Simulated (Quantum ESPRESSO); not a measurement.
# Collinear magnetic orders of SiNi with Quantum ESPRESSO, part 2 of 2

Aim: find out which collinear order of SiNi costs least.

Quantum ESPRESSO 7.5; PBE; plane waves with GBRV 1.5 PBE potentials, no spin-orbit coupling.

So far: Set-up; Start 1: ferro ++++; Run 2, typed as antiferro +−−+; Run 3, typed as antiferro ++−−.

**5. Start 4: antiferro +−+−**

File pw.in:

```
&CONTROL
  calculation = 'scf'
  prefix = 'pwscf'
  outdir = './tmp'
  pseudo_dir = './pseudo'
  disk_io = 'nowf'
/
&SYSTEM
  ibrav = 0
  celldm(1) = 8
  nat = 8
  ntyp = 3
  ecutwfc = 40
  ecutrho = 280
  nbnd = 57
  occupations = 'smearing'
  smearing = 'fd'
  degauss = 0.00367493
  nspin = 2
  starting_magnetization(1) = 0
  starting_magnetization(2) = 0.0556
  starting_magnetization(3) = -0.0556
/
&ELECTRONS
  conv_thr = 1.6d-08
  electron_maxstep = 150
  mixing_beta = 0.3
/
ATOMIC_SPECIES
Si     28.0850 si_pbe_v1.uspp.F.UPF
Ni1    58.6934 ni_pbe_v1.4.uspp.F.UPF
Ni2    58.6934 ni_pbe_v1.4.uspp.F.UPF
CELL_PARAMETERS alat
   1.2219677769127    0.0000000000000    0.0000000000000
   0.0000000000000    0.7885118470767    0.0000000000000
   0.0000000000000    0.0000000000000    1.3239657444894
ATOMIC_POSITIONS crystal
Si      0.3212800000    0.7500000000    0.0825000000
Si      0.1787200000    0.2500000000    0.5825000000
Si      0.8212800000    0.7500000000    0.4175000000
Si      0.6787200000    0.2500000000    0.9175000000
Ni1     0.0077900000    0.2500000000    0.1875200000
Ni2     0.4922100000    0.7500000000    0.6875200000
Ni1     0.5077900000    0.2500000000    0.3124800000
Ni2     0.9922100000    0.7500000000    0.8124800000
K_POINTS automatic
6 10 6 0 0 0
```

Command:

```
> OMP_NUM_THREADS=1 mpirun -n 4 pw.x -nk 4 -in pw.in > pw.out
```

The program printed:

```text
     [... lines left out ...]
Program PWSCF v.7.5 starts
     [... lines left out ...]
     number of atoms/cell      =            8
     [... lines left out ...]
     number of electrons       =        88.00
     number of Kohn-Sham states=           57
     kinetic-energy cutoff     =      40.0000  Ry
     charge density cutoff     =     280.0000  Ry
     scf convergence threshold =      1.6E-08
     [... lines left out ...]
      4 Sym. Ops. (no inversion) found ( 3 have fractional translation)
     [... lines left out ...]
     number of k points=    96  Fermi-Dirac smearing, width (Ry)=  0.0037
     [... lines left out ...]
     iteration # 18     ecut=    40.00 Ry     beta= 0.30
     [... lines left out ...]
     Magnetic moment per site  (integrated on atomic sphere of radius R)
     atom   1 (R=0.222)  charge=  1.6560  magn= -0.0000
     atom   2 (R=0.222)  charge=  1.6560  magn=  0.0000
     atom   3 (R=0.222)  charge=  1.6560  magn= -0.0000
     atom   4 (R=0.222)  charge=  1.6560  magn=  0.0000
     atom   5 (R=0.222)  charge= 16.3321  magn=  0.0000
     atom   6 (R=0.222)  charge= 16.3321  magn= -0.0000
     atom   7 (R=0.222)  charge= 16.3321  magn=  0.0000
     atom   8 (R=0.222)  charge= 16.3321  magn= -0.0000
     [... lines left out ...]
     the Fermi energy is    14.5689 ev
!    total energy              =   -1411.78340728 Ry
     estimated scf accuracy    <          4.0E-09 Ry
     smearing contrib. (-TS)   =      -0.00132062 Ry
     [... lines left out ...]
     total magnetization       =    -0.00 Bohr mag/cell
     absolute magnetization    =     0.00 Bohr mag/cell
     convergence has been achieved in  18 iterations
```

Run time: 4.2 min. Hardware: 4 MPI ranks of Intel Xeon 6975P-C (Granite Rapids), shared host; peak memory 0.91 GiB.

Numbers from this step:

| Item | Value |
| --- | --- |
| smearing term TS | 0.01797 eV |
| magnetization | 0 μB |
| absolute magnetization | 0 μB |
| final state | non-magnetic |
| largest moment | 0 μB |

**6. Start 5: ferri +++−**

Changes to pw.in since step 5:

```diff
@@ -14,3 +14,3 @@
   ecutrho = 280
-  nbnd = 57
+  nbnd = 58
   occupations = 'smearing'
@@ -42,3 +42,3 @@
 Ni1     0.0077900000    0.2500000000    0.1875200000
-Ni2     0.4922100000    0.7500000000    0.6875200000
+Ni1     0.4922100000    0.7500000000    0.6875200000
 Ni1     0.5077900000    0.2500000000    0.3124800000
```

The program printed:

```text
     [... lines left out ...]
Program PWSCF v.7.5 starts
     [... lines left out ...]
     number of atoms/cell      =            8
     [... lines left out ...]
     number of electrons       =        88.00
     number of Kohn-Sham states=           58
     kinetic-energy cutoff     =      40.0000  Ry
     charge density cutoff     =     280.0000  Ry
     scf convergence threshold =      1.6E-08
     [... lines left out ...]
      2 Sym. Ops. (no inversion) found ( 1 have fractional translation)
     [... lines left out ...]
     number of k points=   120  Fermi-Dirac smearing, width (Ry)=  0.0037
     [... lines left out ...]
     iteration # 19     ecut=    40.00 Ry     beta= 0.30
     [... lines left out ...]
     Magnetic moment per site  (integrated on atomic sphere of radius R)
     atom   1 (R=0.222)  charge=  1.6560  magn= -0.0000
     atom   2 (R=0.222)  charge=  1.6560  magn=  0.0000
     atom   3 (R=0.222)  charge=  1.6560  magn= -0.0000
     atom   4 (R=0.222)  charge=  1.6560  magn= -0.0000
     atom   5 (R=0.222)  charge= 16.3321  magn=  0.0000
     atom   6 (R=0.222)  charge= 16.3321  magn=  0.0001
     atom   7 (R=0.222)  charge= 16.3321  magn=  0.0001
     atom   8 (R=0.222)  charge= 16.3321  magn= -0.0001
     [... lines left out ...]
     the Fermi energy is    14.5690 ev
!    total energy              =   -1411.78340728 Ry
     estimated scf accuracy    <          5.1E-09 Ry
     smearing contrib. (-TS)   =      -0.00132066 Ry
     [... lines left out ...]
     total magnetization       =     0.00 Bohr mag/cell
     absolute magnetization    =     0.00 Bohr mag/cell
     convergence has been achieved in  19 iterations
```

It took 5.2 min on 4 MPI ranks; peak memory 1.1 GiB; 21 min of CPU time.

Numbers from this step:

| Item | Value |
| --- | --- |
| smearing term TS | 0.01797 eV |
| magnetization | 0 μB |
| absolute magnetization | 0 μB |
| final state | non-magnetic |
| largest moment | 0 μB |

**7. Start 6: no spin polarisation**

File pw.in:

```
&CONTROL
  calculation = 'scf'
  prefix = 'pwscf'
  outdir = './tmp'
  pseudo_dir = './pseudo'
  disk_io = 'nowf'
/
&SYSTEM
  ibrav = 0
  celldm(1) = 8
  nat = 8
  ntyp = 2
  ecutwfc = 40
  ecutrho = 280
  nbnd = 57
  occupations = 'smearing'
  smearing = 'fd'
  degauss = 0.00367493
/
&ELECTRONS
  conv_thr = 1.6d-08
  electron_maxstep = 150
  mixing_beta = 0.3
/
ATOMIC_SPECIES
Si     28.0850 si_pbe_v1.uspp.F.UPF
Ni     58.6934 ni_pbe_v1.4.uspp.F.UPF
CELL_PARAMETERS alat
   1.2219677769127    0.0000000000000    0.0000000000000
   0.0000000000000    0.7885118470767    0.0000000000000
   0.0000000000000    0.0000000000000    1.3239657444894
ATOMIC_POSITIONS crystal
Si      0.3212800000    0.7500000000    0.0825000000
Si      0.1787200000    0.2500000000    0.5825000000
Si      0.8212800000    0.7500000000    0.4175000000
Si      0.6787200000    0.2500000000    0.9175000000
Ni      0.0077900000    0.2500000000    0.1875200000
Ni      0.4922100000    0.7500000000    0.6875200000
Ni      0.5077900000    0.2500000000    0.3124800000
Ni      0.9922100000    0.7500000000    0.8124800000
K_POINTS automatic
6 10 6 0 0 0
```

The program printed:

```text
     [... lines left out ...]
Program PWSCF v.7.5 starts
     [... lines left out ...]
     number of atoms/cell      =            8
     [... lines left out ...]
     number of electrons       =        88.00
     number of Kohn-Sham states=           57
     kinetic-energy cutoff     =      40.0000  Ry
     charge density cutoff     =     280.0000  Ry
     scf convergence threshold =      1.6E-08
     [... lines left out ...]
      8 Sym. Ops., with inversion, found ( 6 have fractional translation)
     [... lines left out ...]
     number of k points=    96  Fermi-Dirac smearing, width (Ry)=  0.0037
     [... lines left out ...]
     iteration # 22     ecut=    40.00 Ry     beta= 0.30
     [... lines left out ...]
     the Fermi energy is    14.5690 ev
!    total energy              =   -1411.78341675 Ry
     estimated scf accuracy    <          1.8E-09 Ry
     smearing contrib. (-TS)   =      -0.00132066 Ry
     [... lines left out ...]
     convergence has been achieved in  22 iterations
```

Run time: 2.5 min. Hardware: 4 MPI ranks; peak memory 0.7 GiB.

Read from the output:

```yaml
smearing_term_ts: 0.01797 eV
final_state: non-magnetic (no spin polarisation)
```

**8. What a mistake does**

As a test, an input with a fault in it is run.

Changes to pw.in since step 7:

```diff
@@ -9,8 +9,7 @@
   ibrav = 0
-  celldm(1) = 8
   nat = 8
   ntyp = 2
-  ecutwfc = 40
+  ecutwfc = 8
   ecutrho = 280
-  nbnd = 57
+  nbnd = 59
   occupations = 'smearing'
@@ -18,2 +17,5 @@
   degauss = 0.00367493
+  nspin = 2
+  starting_magnetization(1) = 0
+  starting_magnetization(2) = 0.0556
 /
@@ -21,3 +23,3 @@
   conv_thr = 1.6d-08
-  electron_maxstep = 150
+  electron_maxstep = 100
   mixing_beta = 0.3
@@ -27,6 +29,6 @@
 Ni     58.6934 ni_pbe_v1.4.uspp.F.UPF
-CELL_PARAMETERS alat
-   1.2219677769127    0.0000000000000    0.0000000000000
-   0.0000000000000    0.7885118470767    0.0000000000000
-   0.0000000000000    0.0000000000000    1.3239657444894
+CELL_PARAMETERS angstrom
+   5.1731000000    0.0000000000    0.0000000000
+   0.0000000000    3.3381000000    0.0000000000
+   0.0000000000    0.0000000000    5.6049000000
 ATOMIC_POSITIONS crystal
```

The program printed:

```text
[banner, memory and clock lines left out]
Program PWSCF v.7.5 starts

     Message from routine setup:
     using ibrav=0 with symmetry is DISCOURAGED, use correct ibrav instead

     bravais-lattice index     =            0
     lattice parameter (alat)  =       9.7757  a.u.
     unit-cell volume          =     653.1526 (a.u.)^3
     number of atoms/cell      =            8
     number of atomic types    =            2
     number of electrons       =        88.00
     number of Kohn-Sham states=           59
     kinetic-energy cutoff     =       8.0000  Ry
     charge density cutoff     =     280.0000  Ry
     scf convergence threshold =      1.6E-08
     mixing beta               =       0.3000
     number of iterations used =            8  plain     mixing
     Exchange-correlation=  SLA  PW   PBX  PBC
                           (   1   4   3   4   0   0   0)

     [... lines left out ...]
     PseudoPot. # 1 for Si read from file:
     si_pbe_v1.uspp.F.UPF
     Pseudo is Ultrasoft + core correction, Zval =  4.0

     PseudoPot. # 2 for Ni read from file:
     ni_pbe_v1.4.uspp.F.UPF
     Pseudo is Ultrasoft + core correction, Zval = 18.0

     atomic species   valence    mass     pseudopotential
     Si                4.00    28.08500     Si( 1.00)
     Ni               18.00    58.69340     Ni( 1.00)

     Starting magnetic structure
     atomic species   magnetization
     Si              0.000
     Ni              0.056

      8 Sym. Ops., with inversion, found ( 6 have fractional translation)

   Cartesian axes

     site n.     atom                  positions (alat units)
         1        Si     tau(   1) = (   0.3212800   0.4839603   0.0893863  )
         2        Si     tau(   2) = (   0.1787200   0.1613201   0.6311214  )
         3        Si     tau(   3) = (   0.8212800   0.4839603   0.4523488  )
         4        Si     tau(   4) = (   0.6787200   0.1613201   0.9940840  )
         5        Ni     tau(   5) = (   0.0077900   0.1613201   0.2031723  )
         6        Ni     tau(   6) = (   0.4922100   0.4839603   0.7449075  )
         7        Ni     tau(   7) = (   0.5077900   0.1613201   0.3385628  )
         8        Ni     tau(   8) = (   0.9922100   0.4839603   0.8802979  )

     number of k points=    96  Fermi-Dirac smearing, width (Ry)=  0.0037

     Dense  grid:    51577 G-vectors     FFT dimensions: (  54,  36,  60)

     Smooth grid:     2001 G-vectors     FFT dimensions: (  18,  12,  20)

     Check: negative core charge=   -0.000008
     Generating pointlists ...
     new r_m :   0.1816 (alat units)  1.7756 (a.u.) for type    1
     new r_m :   0.1816 (alat units)  1.7756 (a.u.) for type    2

     Initial potential from superposition of free atoms

     starting charge      79.9973, renormalised to      88.0000
     Starting wfcs are   68 randomized atomic wfcs

     Self-consistent Calculation

     iteration #  1     ecut=     8.00 Ry     beta= 0.30
     Davidson diagonalization with overlap
     ethr =  1.00E-02,  avg # of iterations =  5.7

     total energy              =   -1172.74725259 Ry
     estimated scf accuracy    <     436.57237313 Ry

     total magnetization       =     0.10 Bohr mag/cell
     absolute magnetization    =     0.14 Bohr mag/cell

     [... further iterations left out ...]

     iteration # 13     ecut=     8.00 Ry     beta= 0.30
     Davidson diagonalization with overlap
     ethr =  3.40E-11,  avg # of iterations =  2.7

     Magnetic moment per site  (integrated on atomic sphere of radius R)
     atom   1 (R=0.182)  charge=  1.5909  magn= -0.0000
     atom   2 (R=0.182)  charge=  1.5909  magn= -0.0000
     atom   3 (R=0.182)  charge=  1.5909  magn= -0.0000
     atom   4 (R=0.182)  charge=  1.5909  magn= -0.0000
     atom   5 (R=0.182)  charge= 12.8110  magn=  0.0000
     atom   6 (R=0.182)  charge= 12.8110  magn=  0.0000
     atom   7 (R=0.182)  charge= 12.8110  magn=  0.0000
     atom   8 (R=0.182)  charge= 12.8110  magn=  0.0000

     End of self-consistent calculation

     Number of k-points >= 100: set verbosity='high' to print the bands.

     the Fermi energy is    22.9473 ev

!    total energy              =   -1062.03976327 Ry
     estimated scf accuracy    <          7.6E-09 Ry
     smearing contrib. (-TS)   =      -0.00248835 Ry
     internal energy E=F+TS    =   -1062.03727492 Ry

     The total energy is F=E-TS. E is the sum of the following terms:
     one-electron contribution =    -322.20566569 Ry
     hartree contribution      =     141.34680253 Ry
     xc contribution           =    -106.27371229 Ry
     ewald contribution        =    -774.90469947 Ry

     total magnetization       =     0.00 Bohr mag/cell
     absolute magnetization    =     0.00 Bohr mag/cell

     convergence has been achieved in  13 iterations
```

The job ended after 29 s (4 MPI ranks; peak memory 0.51 GiB).

The run converged, but its input is faulty, so its numbers are not to be trusted.

The fault in the input: a cutoff far too low.

**9. Ranking**

An order is kept where moments of 0.15 μB or more survive with the typed signs; meshes match where a doubled cell samples the same k points as the first cell.

Orders:

```csv
start,final state,typed order kept,energy over the lowest (meV a seeded atom),largest site moment (μB),net moment (μB a cell of the first run),mesh matched,CPU time (s)
ferro ++++,non-magnetic,no,0.03221,0,0,yes,694.3
antiferro +--+,non-magnetic,no,0.03224,0,0,yes,803.4
antiferro ++--,non-magnetic,no,0.0322,0,0,yes,846.4
antiferro +-+-,non-magnetic,no,0.0322,0,0,yes,998.8
ferri +++-,non-magnetic,no,0.0322,0,0,yes,1249
no spin polarisation,non-magnetic,-,0,0,0,yes,599.3
```

**10. Summary of results**

* lowest state found: non-magnetic (from ferro ++++, antiferro +--+, antiferro ++--, antiferro +-+-, ferri +++- and no spin polarisation)
* largest site moment: 0 μB

The lowest state carries no moment, and no start kept one. This is the lowest of 6 collinear or spinless starts, no proof of the ground state.

[Logs and program files are shortened in this print: banners, set-up blocks, solver, clock and traceback lines can be left out without a mark of their own.]

[Logs are printed without paths, hosts, clocks, repeated set-up lines and the standing remarks that a program may print on its own settings, such as how far it seeks lower states.]

[Hosts, paths, dates, database ids (printed as entryN), source tags and the programs' standing remarks are cut or masked in the printed files.]

[Where a cell is said to come from a database of computed structures, the database is the Materials Project.]
